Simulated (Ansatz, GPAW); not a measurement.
**Work function of a 3-layer slab of Cr(110) at several levels**

Wanted: work functions and dipole of a 3-layer slab of Cr(110), with the cost of each level.

Program: GPAW 26.7.0 and Ansatz 0.2.0. Level of theory: Ansatz plane waves; slab in vacuum with a dipole correction, relaxation, in the first sound run; inputs show where later runs differ. Results are calculated unless marked as measured.

## Step 1: Starting point

The cell holds 3 atoms: 3 Cr. Cell: a = 2.494 Å, b = 2.494 Å, c = 20.073 Å, α = 90.0°, β = 90.0°, γ = 70.5°. Vacuum lies along c.

## Step 2: Relaxation

The atoms are relaxed first, since the surface dipole, and with it the work function, follows the positions of the outer layers. The lowest 1 atoms are held at bulk positions and keep their forces.

The input, input.yaml:

```yaml
crystal:
  lattice:
    - [2.0364675298, -1.44, 0.0]
    - [2.0364675298, 1.44, 0.0]
    - [0.0, 0.0, 20.0729350596]
  atoms:
    - { symbol: Cr, position: [0.0, 0.0, 0.398546599] }
    - { symbol: Cr, position: [0.5, 0.5, 0.5] }
    - { symbol: Cr, position: [0.0, 0.0, 0.601453401] }
kpoints:
  mp_grid: { grid: [13, 13, 1] }
hamiltonian:
  xc: pbe
scf:
  occupations: { method: fermi_dirac, width: 0.1 }
efield:
  axis: 3
  dipole_correction: true
  ramp_width: 0.05
relax:
  f_tol: 0.02
  max_steps: 60
  constraints: [{ sites: [0] }]
output:
  write_potential: true
  write_density: true
  volumetric_format: npy
```

Launch:

```
$ ansatz run input.yaml --threads 4 --pin off --max-ram 8192MiB --backend cpu --events-out ev --progress --plain --runs-dir out
```

Numbers of over 12 decimals in the logs are rounded to 6 here.

The log of the run:

```text
Engine: ansatz 0.2.0, x86_64-unknown-linux-gnu
Pseudopotentials: kind: paw
Pseudopotential: Cr, paw, valence charge 14, recommended cutoff 420 eV (normal), Cr.paw.azcp
Functional definition: PBE
  parameter kappa = 0.804
  parameter beta = 0.066725
  exchange = pbe_x(kappa = kappa, mu = beta*pi^2/3)
  correlation = pbe_c(beta = beta)
Crystal: 3 atoms, lattice volume = 117.728 Å³
Basis set: ecut = 420 eV, 2277 PW (Γ), exchange–correlation on 36×36×270 points (8 copies of the dense FFT grid, shifted against one another)
Bands: 26, of which v1, the nominal top of the filled ones, is band 21 counted from 1 (20 counted from 0)
Symmetry: 4 space group operations
k-points: 49 of 169
Non-local potential: Cr, projectors of the file, l = 0: 3, l = 1: 2, l = 2: 3, l = 3: 1
PAW form: soft (Blöchl's): semilocal exchange-correlation on the pseudo side does not see the compensation charge
PAW one-centre angular grid: Cr, 590 points (default); XC on 64 Gauss nodes
Initial density: superposition of atomic densities (neutral atoms: chi_scale 0, normalization atom), corrected by the library's trained network
Initial wavefunctions: pseudopotential atomic-orbital guess
Functional: x = pbe(κ = 0.804, μ = 0.219515), c = pbe(β = 0.066725)
SCF iter   1: F=—  HF=-10130.756604 eV  |F-HF|=—  |Δ(HF+E_count)|=         —  Δρ=6.13e-3  dr2=5.18e-2  ethr=1.77e-3  p=0.000 e·Å  D=2.50e-13 V/Å  ΔV_dip=-0.00 eV  dr2_dipole=7.47e-9  V_vac-E_F(+/−)=4.59/4.59 eV  ⟨swp⟩=7.8  Hψ=13195  notcnv=0
efield: sawtooth ramp at fractional position 0.9750 (placed from the atoms, in the widest stretch of the axis that holds none; the zero of the levels goes with the place), width 0.0500; the density the first Hamiltonian is built on has a dipole p = 0.000 e·Å; the dipole correction subtracts the counter field D = 2.50e-13 V/Å, which shifts the + side's vacuum level by -0.00 eV against the − side's; the planar-averaged density in the ramp window peaks in size at 7.2e-5 e/Å³
automatic band count: the SCF goes on with 31 bands, as 26 were too few: the levels above may hold too much charge
preconditioner: auto → LDOS  [metal: Δε(μ)=0.037 eV  Ē_g=4.302 eV  σ=0.100 eV  W_gap=0.09  n_scr=14 (ndim 8)  ℏωp=14.5 eV  f_vac=0.608  D(μ)=3.83/eV (n_scr^D=14)  β→1.0]
SCF iter   2: F=—  HF=-10130.761886 eV  |F-HF|=—  |Δ(HF+E_count)|=   5.28e-3  Δρ=5.84e-3  dr2=3.91e-2  ethr=1.23e-4  p=0.000 e·Å  D=2.46e-6 V/Å  ΔV_dip=-0.00 eV  dr2_dipole=5.97e-13  V_vac-E_F(+/−)=4.88/4.88 eV  ⟨swp⟩=2.3  Hψ=3118  notcnv=0
SCF iter   3: F=—  HF=-10130.758189 eV  |F-HF|=—  |Δ(HF+E_count)|=   3.70e-3  Δρ=2.27e-3  dr2=7.02e-3  ethr=9.32e-5  p=-0.000 e·Å  D=-7.52e-6 V/Å  ΔV_dip=0.00 eV  dr2_dipole=1.61e-9  V_vac-E_F(+/−)=4.82/4.82 eV  ⟨swp⟩=2.0  Hψ=2447  notcnv=0
SCF iter   4: F=—  HF=-10130.757585 eV  |F-HF|=—  |Δ(HF+E_count)|=   6.04e-4  Δρ=4.32e-4  dr2=3.04e-4  ethr=1.67e-5  p=-0.000 e·Å  D=-5.31e-6 V/Å  ΔV_dip=0.00 eV  dr2_dipole=7.90e-9  V_vac-E_F(+/−)=4.85/4.85 eV  ⟨swp⟩=1.9  Hψ=1753  notcnv=0
SCF iter   5: F=—  HF=-10130.757556 eV  |F-HF|=—  |Δ(HF+E_count)|=   2.97e-5  Δρ=1.19e-4  dr2=3.99e-5  ethr=7.24e-7  p=-0.000 e·Å  D=-1.74e-6 V/Å  ΔV_dip=0.00 eV  dr2_dipole=1.76e-9  V_vac-E_F(+/−)=4.87/4.87 eV  ⟨swp⟩=2.2  Hψ=2083  notcnv=0
SCF iter   6: F=—  HF=-10130.757564 eV  |F-HF|=—  |Δ(HF+E_count)|=   8.93e-6  Δρ=1.41e-4  dr2=2.06e-5  ethr=2.38e-8  p=-0.000 e·Å  D=-1.18e-6 V/Å  ΔV_dip=0.00 eV  dr2_dipole=3.19e-11  V_vac-E_F(+/−)=4.87/4.87 eV  ⟨swp⟩=12.7  Hψ=13550  notcnv=0
SCF iter   7: F=-10130.757560 eV  HF=-10130.757560 eV  |F-HF|=2.44e-7  |Δ(HF+E_count)|=   4.00e-6  Δρ=2.59e-5  dr2=9.43e-7  ethr=2.38e-8  p=-0.000 e·Å  D=-1.96e-7 V/Å  ΔV_dip=0.00 eV  dr2_dipole=1.48e-10  V_vac-E_F(+/−)=4.87/4.87 eV  ⟨swp⟩=10.3  Hψ=11581  notcnv=0
SCF 1 converged in 7 iterations: F = -10130.757560 eV  dr2 = 9.43e-7
  greatest PAW one-centre occupation: 1.000 electrons in one spin orbital (limit 2), on the Cr atom at site 1 (counted from 0), in its partial waves of l = 0
relax step   1: F+E_penalty+E_count = -10130.75756021 eV  Δ(F+E_penalty+E_count) = +0.000e0 eV  max|allowed force component| = 6.909e-1 eV/Å  Δτ_max = 0.0000 Å  (7 SCF iters, dr2 threshold 1.00e-5 eV, accepted)
Bands: 31, of which v1, the nominal top of the filled ones, is band 21 counted from 1 (20 counted from 0)
Initial density: handed on by an earlier stage of this run
Initial wavefunctions: those handed on with the density
SCF iter   1: F=—  HF=-10130.923316 eV  |F-HF|=—  |Δ(HF+E_count)|=         —  Δρ=2.72e-2  dr2=3.61e0  ethr=3.10e-3  p=-0.000 e·Å  D=-1.39e-7 V/Å  ΔV_dip=0.00 eV  dr2_dipole=7.67e-1  V_vac-E_F(+/−)=4.89/4.89 eV  ⟨swp⟩=4.7  Hψ=4561  notcnv=0
efield: sawtooth ramp at fractional position 0.9750 (handed on by an earlier solve), width 0.0500; the density the first Hamiltonian is built on has a dipole p = -0.000 e·Å; the dipole correction subtracts the counter field D = -1.39e-7 V/Å, which shifts the + side's vacuum level by +0.00 eV against the − side's; the planar-averaged density in the ramp window peaks in size at 1.4e-6 e/Å³
preconditioner: auto → LDOS  [metal: Δε(μ)=0.033 eV  Ē_g=4.459 eV  σ=0.100 eV  W_gap=0.08  n_scr=14 (ndim 8)  ℏωp=14.5 eV  f_vac=0.614  D(μ)=3.84/eV (n_scr^D=14)  β→1.0]
SCF iter   2: F=—  HF=-10130.860714 eV  |F-HF|=—  |Δ(HF+E_count)|=   6.26e-2  Δρ=1.47e-2  dr2=3.21e-1  ethr=3.10e-3  p=-0.000 e·Å  D=-4.76e-4 V/Å  ΔV_dip=0.01 eV  dr2_dipole=4.84e-5  V_vac-E_F(+/−)=4.88/4.88 eV  ⟨swp⟩=2.0  Hψ=2297  notcnv=0
SCF iter   3: F=—  HF=-10130.841888 eV  |F-HF|=—  |Δ(HF+E_count)|=   1.88e-2  Δρ=1.01e-2  dr2=1.19e-1  ethr=7.65e-4  p=0.005 e·Å  D=7.08e-3 V/Å  ΔV_dip=-0.14 eV  dr2_dipole=1.68e-4  V_vac-E_F(+/−)=4.74/4.88 eV  ⟨swp⟩=2.4  Hψ=2666  notcnv=0  defer=1
SCF iter   4: F=—  HF=-10130.828194 eV  |F-HF|=—  |Δ(HF+E_count)|=   1.37e-2  Δρ=7.58e-4  dr2=1.47e-3  ethr=2.84e-4  p=0.002 e·Å  D=2.77e-3 V/Å  ΔV_dip=-0.06 eV  dr2_dipole=4.85e-4  V_vac-E_F(+/−)=4.82/4.87 eV  ⟨swp⟩=2.1  Hψ=2386  notcnv=0
SCF iter   5: F=—  HF=-10130.827743 eV  |F-HF|=—  |Δ(HF+E_count)|=   4.51e-4  Δρ=3.40e-4  dr2=1.46e-4  ethr=3.50e-6  p=0.001 e·Å  D=1.53e-3 V/Å  ΔV_dip=-0.03 eV  dr2_dipole=2.69e-5  V_vac-E_F(+/−)=4.83/4.86 eV  ⟨swp⟩=3.1  Hψ=2484  notcnv=0
SCF iter   6: F=—  HF=-10130.827776 eV  |F-HF|=—  |Δ(HF+E_count)|=   3.33e-5  Δρ=1.89e-4  dr2=4.68e-5  ethr=3.47e-7  p=0.000 e·Å  D=7.40e-4 V/Å  ΔV_dip=-0.01 eV  dr2_dipole=2.41e-6  V_vac-E_F(+/−)=4.84/4.85 eV  ⟨swp⟩=2.9  Hψ=2851  notcnv=0
SCF iter   7: F=-10130.827780 eV  HF=-10130.827784 eV  |F-HF|=3.63e-6  |Δ(HF+E_count)|=   7.73e-6  Δρ=7.62e-5  dr2=6.86e-6  ethr=7.10e-8  p=0.000 e·Å  D=3.39e-4 V/Å  ΔV_dip=-0.01 eV  dr2_dipole=2.81e-7  V_vac-E_F(+/−)=4.84/4.85 eV  ⟨swp⟩=12.8  Hψ=13340  notcnv=0
SCF 2 converged in 7 iterations: F = -10130.827780 eV  dr2 = 6.86e-6
relax step   2: F+E_penalty+E_count = -10130.82778037 eV  Δ(F+E_penalty+E_count) = -7.022e-2 eV  max|allowed force component| = 2.649e-1 eV/Å  Δτ_max = 0.1440 Å  (7 SCF iters, dr2 threshold 2.98e-5 eV, accepted)
iter 1 solved again at ethr=2.78e-3 eV; its pass at ethr=3.10e-3 eV (dr2=1.17e0 eV) is discarded
SCF iter   1: F=—  HF=-10130.869744 eV  |F-HF|=—  |Δ(HF+E_count)|=         —  Δρ=1.52e-2  dr2=1.08e0  ethr=2.78e-3  p=0.000 e·Å  D=3.39e-4 V/Å  ΔV_dip=-0.01 eV  dr2_dipole=2.12e-1  V_vac-E_F(+/−)=4.85/4.86 eV  ⟨swp⟩=1.0  Hψ=5854  notcnv=0
efield: sawtooth ramp at fractional position 0.9750 (handed on by an earlier solve), width 0.0500; the density the first Hamiltonian is built on has a dipole p = 0.000 e·Å; the dipole correction subtracts the counter field D = 3.39e-4 V/Å, which shifts the + side's vacuum level by -0.01 eV against the − side's; the planar-averaged density in the ramp window peaks in size at 5.4e-6 e/Å³
preconditioner: auto → LDOS  [metal: Δε(μ)=0.086 eV  Ē_g=4.517 eV  σ=0.100 eV  W_gap=0.21  n_scr=14 (ndim 8)  ℏωp=14.5 eV  f_vac=0.619  D(μ)=3.61/eV (n_scr^D=14)  β→1.0]
SCF iter   2: F=—  HF=-10130.850917 eV  |F-HF|=—  |Δ(HF+E_count)|=   1.88e-2  Δρ=8.99e-3  dr2=1.39e-1  ethr=2.56e-3  p=-0.000 e·Å  D=-4.98e-4 V/Å  ΔV_dip=0.01 eV  dr2_dipole=4.77e-4  V_vac-E_F(+/−)=4.85/4.84 eV  ⟨swp⟩=2.0  Hψ=1835  notcnv=0
SCF iter   3: F=—  HF=-10130.842144 eV  |F-HF|=—  |Δ(HF+E_count)|=   8.77e-3  Δρ=5.73e-3  dr2=4.21e-2  ethr=3.30e-4  p=0.002 e·Å  D=3.52e-3 V/Å  ΔV_dip=-0.07 eV  dr2_dipole=1.99e-5  V_vac-E_F(+/−)=4.78/4.85 eV  ⟨swp⟩=2.3  Hψ=2547  notcnv=0
SCF iter   4: F=—  HF=-10130.838296 eV  |F-HF|=—  |Δ(HF+E_count)|=   3.85e-3  Δρ=4.73e-4  dr2=6.23e-4  ethr=1.00e-4  p=0.001 e·Å  D=1.46e-3 V/Å  ΔV_dip=-0.03 eV  dr2_dipole=1.40e-4  V_vac-E_F(+/−)=4.82/4.85 eV  ⟨swp⟩=2.1  Hψ=2343  notcnv=0
SCF iter   5: F=—  HF=-10130.838116 eV  |F-HF|=—  |Δ(HF+E_count)|=   1.80e-4  Δρ=1.67e-4  dr2=3.72e-5  ethr=1.48e-6  p=0.001 e·Å  D=9.04e-4 V/Å  ΔV_dip=-0.02 eV  dr2_dipole=8.82e-6  V_vac-E_F(+/−)=4.82/4.84 eV  ⟨swp⟩=3.3  Hψ=2601  notcnv=0
SCF iter   6: F=—  HF=-10130.838131 eV  |F-HF|=—  |Δ(HF+E_count)|=   1.52e-5  Δρ=1.02e-4  dr2=1.30e-5  ethr=1.04e-8  p=0.000 e·Å  D=4.54e-4 V/Å  ΔV_dip=-0.01 eV  dr2_dipole=7.60e-7  V_vac-E_F(+/−)=4.83/4.84 eV  ⟨swp⟩=13.1  Hψ=13933  notcnv=0
SCF iter   7: F=-10130.838133 eV  HF=-10130.838134 eV  |F-HF|=6.42e-7  |Δ(HF+E_count)|=   3.06e-6  Δρ=3.64e-5  dr2=1.73e-6  ethr=1.04e-8  p=0.000 e·Å  D=2.12e-4 V/Å  ΔV_dip=-0.00 eV  dr2_dipole=9.27e-8  V_vac-E_F(+/−)=4.83/4.83 eV  ⟨swp⟩=10.8  Hψ=11765  notcnv=0
SCF 3 converged in 7 iterations: F = -10130.838133 eV  dr2 = 1.73e-6
relax step   3: F+E_penalty+E_count = -10130.83813344 eV  Δ(F+E_penalty+E_count) = -1.035e-2 eV  max|allowed force component| = 1.729e-2 eV/Å  Δτ_max = 0.0805 Å  (7 SCF iters, dr2 threshold 4.38e-6 eV, accepted)
iter 1 solved again at ethr=4.11e-9 eV; its pass at ethr=3.10e-3 eV (dr2=1.73e-6 eV) is discarded
SCF iter   1: F=—  HF=-10130.838162 eV  |F-HF|=—  |Δ(HF+E_count)|=         —  Δρ=3.63e-5  dr2=1.73e-6  ethr=4.11e-9  p=0.000 e·Å  D=2.12e-4 V/Å  ΔV_dip=-0.00 eV  dr2_dipole=9.15e-8  V_vac-E_F(+/−)=4.83/4.83 eV  ⟨swp⟩=1.1  Hψ=4220  notcnv=0
efield: sawtooth ramp at fractional position 0.9750 (handed on by an earlier solve), width 0.0500; the density the first Hamiltonian is built on has a dipole p = 0.000 e·Å; the dipole correction subtracts the counter field D = 2.12e-4 V/Å, which shifts the + side's vacuum level by -0.00 eV against the − side's; the planar-averaged density in the ramp window peaks in size at 5.6e-6 e/Å³
preconditioner: auto → LDOS  [metal: Δε(μ)=0.070 eV  Ē_g=4.507 eV  σ=0.100 eV  W_gap=0.17  n_scr=14 (ndim 8)  ℏωp=14.5 eV  f_vac=0.618  D(μ)=3.51/eV (n_scr^D=14)  β→1.0]
SCF iter   2: F=—  HF=-10130.838135 eV  |F-HF|=—  |Δ(HF+E_count)|=   2.70e-5  Δρ=7.93e-5  dr2=7.46e-6  ethr=4.11e-9  p=0.000 e·Å  D=1.13e-4 V/Å  ΔV_dip=-0.00 eV  dr2_dipole=4.74e-8  V_vac-E_F(+/−)=4.83/4.83 eV  ⟨swp⟩=2.1  Hψ=2602  notcnv=0
SCF iter   3: F=-10130.838135 eV  HF=-10130.838135 eV  |F-HF|=2.15e-8  |Δ(HF+E_count)|=   7.25e-7  Δρ=5.49e-6  dr2=7.72e-8  ethr=2.38e-10  p=0.000 e·Å  D=7.73e-5 V/Å  ΔV_dip=-0.00 eV  dr2_dipole=3.60e-11  V_vac-E_F(+/−)=4.83/4.83 eV  ⟨swp⟩=9.1  Hψ=11566  notcnv=0
SCF 4 converged in 3 iterations: F = -10130.838135 eV  dr2 = 7.72e-8
relax step   4: F+E_penalty+E_count = -10130.83813464 eV  Δ(F+E_penalty+E_count) = -1.199e-6 eV  max|allowed force component| = 1.706e-2 eV/Å  Δτ_max = 0.0000 Å  (3 SCF iters, accepted)
NSCF: frozen V_eff on 49 k-points
the band table was solved once a step of the walk had ended and its energy, with any forces and stress, was formed, with the checks that follow a solve (8405 applications of the Hamiltonian). They found nothing against the state; the energy, forces and stress were not computed again (output.eigenvalues in the input reference)
WARN: The input density's exchange-correlation potential varies sharply where the density is thin. Do not read a vacuum level from v_tot or v_xc, or from such a field of the output density. On a cell that repeats whose density bears no net charge and no dipole along the vacuum's axis use v_es (v_loc + v_h of the components); under efield.dipole_correction with no amplitude use v_es + v_field, which holds any external [...]
SCF converged after 3 iterations
Free energy (F): -10130.838135 eV
Harris-Foulkes:  -10130.838135 eV  (|F-HF|=2.15e-8)
Internal energy: -10130.718302 eV  (E = F + TS)
E sigma→0 (E₀):  -10130.778218 eV
Entropy (-TS):   -0.119833 eV (-39.944 meV/atom)
Fermi energy:    2.445611 eV
Dipole field:    D = 0.000088 V/Å  (p = 0.000057 e·Å, saw-weighted, corrected)
Work function:   Φ+ = 4.8310 eV   Φ− = 4.8327 eV
Levels:          The Fermi level and band energies are counted from a zero that moves with the ramp; work functions are not
--- Per-component energies (eV) ---
  E_band       = -1137.515108
  E_kinetic    = 1027.418254
  E_local      = -51054.626672  (includes V_loc(G=0)·N_el)
  E_nonlocal   = 238.561923
  E_hartree    = 24952.152152
  E_xc         = -417.242943
  E_vxc        = -532.061753  (∫ρ·V_xc dr)
  E_paw        = -3586.401473  (= ΣΔE_a)
  E_vpaw       = -721.138963  (= ΣTr[D̂ρ^β])
  E_aug_tail   = 0.001096  (compensation charges beyond the density's cutoff)
  E_efield     = 0.000000  (sawtooth field / dipole correction)
  E_vefield    = 0.000414  (∫n·V_field dr)
  E_ewald      = 18709.419361
  E_smearing   = -0.119833  (= −TS)
  E_closure    = -0.000000  (closes the sum)
  Σ components = -10130.838135   (vs F -10130.838135, Δ=0.00e0)
--- Forces (eV/Å), atoms counted from 1 ---
  atom   1  Cr    -0.00000000     0.00000000    -0.01513207
  atom   2  Cr    -0.00000000     0.00000000    -0.00201007
  atom   3  Cr     0.00000000     0.00000000     0.01705738
  max |Σ_I F_I| component: 8.48e-5 eV/Å
--- Band table (eV; the first three rows and the last of 49) ---
  k-point 0: bands = [... 17 lower, 1.4662, 1.6069, 1.6782, 1.7864, 2.0882, 3.4106, 3.4515, 3.5116, ... 6 higher]
  k-point 1: bands = [... 17 lower, 1.2771, 1.5798, 1.7689, 1.8980, 2.0151, 2.9455, 3.3596, 3.3980, ... 6 higher]
  k-point 2: bands = [... 17 lower, 1.1092, 1.4159, 1.5569, 2.0934, 2.1277, 2.5664, 3.2851, 3.3114, ... 6 higher]
  k-point 48: bands = [... 17 lower, 0.3288, 2.1843, 2.6277, 3.1125, 3.6025, 4.1747, 4.3200, 4.3613, ... 6 higher]
--- Relaxed structure (4 steps of the walk, 4 accepted, 0 SCFs on fresh bases) ---
  F+E_penalty+E_count = -10130.83813464 eV   max|allowed force component| = 1.706e-2 eV/Å
  atoms:
    - { symbol: Cr, position: [0.0, 0.0, 0.398547] }
    - { symbol: Cr, position: [0.500000, 0.500000, 0.494417] }
    - { symbol: Cr, position: [-9.179242663884606e-18, -9.179242663884606e-18, 0.590269] }
```

Run time: 11 s. Hardware: 4 threads of Intel Xeon Platinum 8488C (Sapphire Rapids), shared host; peak memory 0.54 GiB; 42 s of CPU time.

This run has no spin polarisation, although Cr can carry a moment.

Step by step:

| step | energy less that of the first step (eV) | largest force component (eV/Å) |
| --- | --- | --- |
| 1 | 0.0000 | 0.6909 |
| 2 | -0.0702 | 0.2649 |
| 3 | -0.0806 | 0.0173 |
| 4 | -0.0806 | 0.0171 |

Forces are held to the 4 operations that the run works with; a distortion that breaks them can't arise in this run.

The atoms that moved most (Å):

| atom | dx | dy | dz | length |
| --- | --- | --- | --- | --- |
| Cr3 | 0.000 | 0.000 | -0.224 | 0.224 |
| Cr2 | 0.000 | 0.000 | -0.112 | 0.112 |

Final coordinates:

```cif
data_structure
_symmetry_space_group_name_H-M 'P 1'
_symmetry_Int_Tables_number 1
_cell_length_a 2.4942
_cell_length_b 2.4942
_cell_length_c 20.0729
_cell_angle_alpha 90.000
_cell_angle_beta 90.000
_cell_angle_gamma 70.529
_cell_volume 117.73
loop_
_atom_site_label
_atom_site_type_symbol
_atom_site_fract_x
_atom_site_fract_y
_atom_site_fract_z
_atom_site_occupancy
Cr1 Cr 0.00000 0.00000 0.39855 1
Cr2 Cr 0.50000 0.50000 0.49442 1
Cr3 Cr 0.00000 0.00000 0.59027 1
```

This step gave:

| Quantity | Value |
| --- | --- |
| free energy | -10130.8381 eV |
| smearing term TS | 0.1198 eV |
| symmetry operations | 4 |
| upper work function | 4.831 eV |
| lower work function | 4.833 eV |
| dipole along the normal | 5.72e-5 e·Å |
| dipole field | 8.79e-5 V/Å |
| vacuum level above | 7.277 eV |
| vacuum level below | 7.278 eV |

Electrostatic potential energy of an electron (with the applied field's), less the Fermi level, planar mean against z:

z (Å), electrostatic potential energy of an electron (with the applied field's), less the Fermi level, planar mean (eV) and a bar from the least value:
```
      0.0        4.8 ##############################
      0.5        4.8 ##############################
      1.0        4.8 ##############################
      1.5        4.8 ##############################
      2.0        4.8 ##############################
      2.5        4.8 ##############################
      3.0        4.8 ##############################
      3.5        4.8 ##############################
      4.0        4.8 ##############################
      4.5        4.8 ##############################
      5.0        4.8 ##############################
      5.5        4.7 ##############################
      6.0        4.4 #############################
      6.5        3.3 ############################
      7.0        0.0 #######################
      7.5      -10.5 ########
      8.0      -16.1 
      8.5      -10.7 ########
      9.0       -3.6 ##################
      9.5      -12.5 ######
     10.0      -16.4 
     10.5       -9.3 ##########
     11.0       -3.9 ##################
     11.5      -13.4 ####
     12.0      -15.6 #
     12.5       -7.0 #############
     13.0        1.4 #########################
     13.5        3.8 #############################
     14.0        4.5 ##############################
     14.5        4.7 ##############################
     15.0        4.8 ##############################
     15.5        4.8 ##############################
     16.0        4.8 ##############################
     16.5        4.8 ##############################
     17.0        4.8 ##############################
     17.5        4.8 ##############################
     18.0        4.8 ##############################
     18.5        4.8 ##############################
     19.0        4.8 ##############################
     19.5        4.8 ##############################
```

Table of valence density, planar mean by z:

z (Å), valence density, planar mean (e/Å³) and a bar:
```
      4.0       0.00 
      4.5       0.00 
      5.0       0.00 
      5.5       0.00 
      6.0       0.01 
      6.5       0.04 #
      7.0       0.14 ##
      7.5       0.91 ###########
      8.0       2.57 ##############################
      8.5       0.95 ###########
      9.0       0.38 ####
      9.5       1.22 ##############
     10.0       2.49 #############################
     10.5       0.75 #########
     11.0       0.39 ####
     11.5       1.54 ##################
     12.0       2.31 ###########################
     12.5       0.47 #####
     13.0       0.10 #
     13.5       0.03 
     14.0       0.01 
     14.5       0.00 
     15.0       0.00 
     15.5       0.00 
     16.0       0.00
```

The relaxation lowered the energy of the cell by 0.0806 eV.

[end of part 1 of 3]

[Logs are printed without paths, hosts, clocks, repeated set-up lines and the standing remarks that a program may print on its own settings, such as how far it seeks lower states.]

[Hosts, paths, dates, database ids (printed as entryN), source tags and the programs' standing remarks are cut or masked in the printed files.]
